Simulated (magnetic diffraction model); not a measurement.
**Solving a magnetic structure from powder neutron data: BaMnCl₆**

Space group R-3 (no. 148), a = 6.6550 Å, c = 17.9170 Å.

| site | atom | x | y | z |
| --- | --- | --- | --- | --- |
| 3b | Ba | 1/3 | 2/3 | 1/6 |
| 3a | Mn | 0 | 0 | 0 |
| 18f | Cl | 0.2903 | 0.3147 | 0.0779 |

The compound is invented for this exercise: a known structure type with other elements, its cell scaled to their sizes and not relaxed.

Only Mn is taken to order (form factors of Mn4+); orders and moment sizes are assumed, and not adapted to the symmetry. Radiation: neutrons of λ = 1.909 Å, 3° to 55°; isotropic B of 0.34 Å² (Ba), 0.49 Å² (Mn) and 0.51 Å² (Cl). Simulated constant-wavelength pattern: nuclear and magnetic terms add, the magnetic one as |2.695 fm × Σ f S⊥ exp(2πi Q·r) exp(−B s²)|², summed over all Q at one angle with the factor 1/(sin²θ cos θ). For collinear order S is the moment m, which repeats by lattice and centring translations R with the sign exp(−2πi k·R). Free-ion form factors, Sears's scattering lengths of 1992, no absorption; a label names one of the reflections at its angle. The strongest nuclear line in the range is 100, and lines under 0.2 are left out.

Above the ordering temperature:

```csv
2θ (°),index,I
18.39,(0 0 3),0.2
20.04,(1 0 1),1.8
22.71,(0 1 2),4.0
31.32,(1 0 4),0.7
33.34,(1 1 0),18.7
36.56,(0 1 5),3.0
37.28,(0 0 6),22.8
38.34,(1 1 3),100.0
39.20,(0 2 1),4.2
40.72,(2 0 2),3.6
46.39,(0 2 4),3.6
48.16,(1 0 7),2.8
50.31,(2 0 5),0.6
50.87,(1 1 6),22.6
52.39,(2 1 1),10.4
53.61,(1 2 2),1.5
54.42,(0 1 8),0.4
```

Below it (cell unchanged):

```csv
2θ (°),I
9.98,3.5
18.05,0.3
18.39,0.2
18.90,1.5
20.04,1.8
22.71,4.0
25.50,1.0
29.71,0.5
30.25,0.6
31.32,0.7
33.34,18.7
33.44,0.3
34.88,0.5
36.56,3.0
37.28,22.8
38.16,0.3
38.34,100.0
39.20,4.2
40.72,3.6
41.22,0.2
42.44,0.3
45.63,0.4
46.39,3.6
48.16,2.8
50.31,0.6
50.87,22.6
52.39,10.4
53.61,1.5
54.42,0.4
```

**Question.** Check that the new lines index with k = (1/2 0 1/2), then choose among these models:
A. collinear moments along [001], 2.34 μB on Mn
B. collinear moments along [100], 2.34 μB on Mn
C. collinear moments along [120], 2.34 μB on Mn

The new lines index as (1/2 0 1/2) at 9.98°, (1/2 0 -5/2) at 18.05°, (1/2 -1 3/2) at 18.90° and (1/2 1 -1/2) at 25.50°, that is as H ± k with k = (1/2 0 1/2), one of 3 inequivalent arms of its star (k and −k counted as one), which a powder can't tell apart. Half indices mean that the moments reverse under translations with k·R a half-integer, and the magnetic cell has twice the primitive volume.

Magnetic intensity, observed (below minus above) and for each model:

| 2θ (°) | index | observed | A | B | C |
| --- | --- | --- | --- | --- | --- |
| 9.98 | (1/2 0 1/2) | 3.5 | 3.5 | 1.2 | 3.0 |
| 18.05 | (1/2 0 -5/2) | 0.3 | 0.3 | 0.9 | 1.0 |
| 18.90 | (1/2 -1 3/2) | 1.5 | 1.5 | 1.6 | 0.8 |
| 23.54 | (1/2 0 7/2) | <0.2 | <0.2 | 0.5 | 0.6 |
| 25.50 | (1/2 1 -1/2) | 1.0 | 1.0 | 0.5 | 0.5 |
| 29.71 | (1/2 1 5/2) | 0.5 | 0.5 | 0.4 | 0.5 |
| 30.25 | (3/2 0 3/2) | 0.6 | 0.6 | 0.2 | 0.5 |
| 32.44 | (1/2 -1 9/2) | <0.2 | <0.2 | 0.5 | 0.5 |

Model A matches.

The structure used: k = (1/2 0 1/2), collinear moments along [001], 2.34 μB on Mn.

[Logs are printed without paths, hosts, clocks, repeated set-up lines and the standing remarks that a program may print on its own settings, such as how far it seeks lower states.]
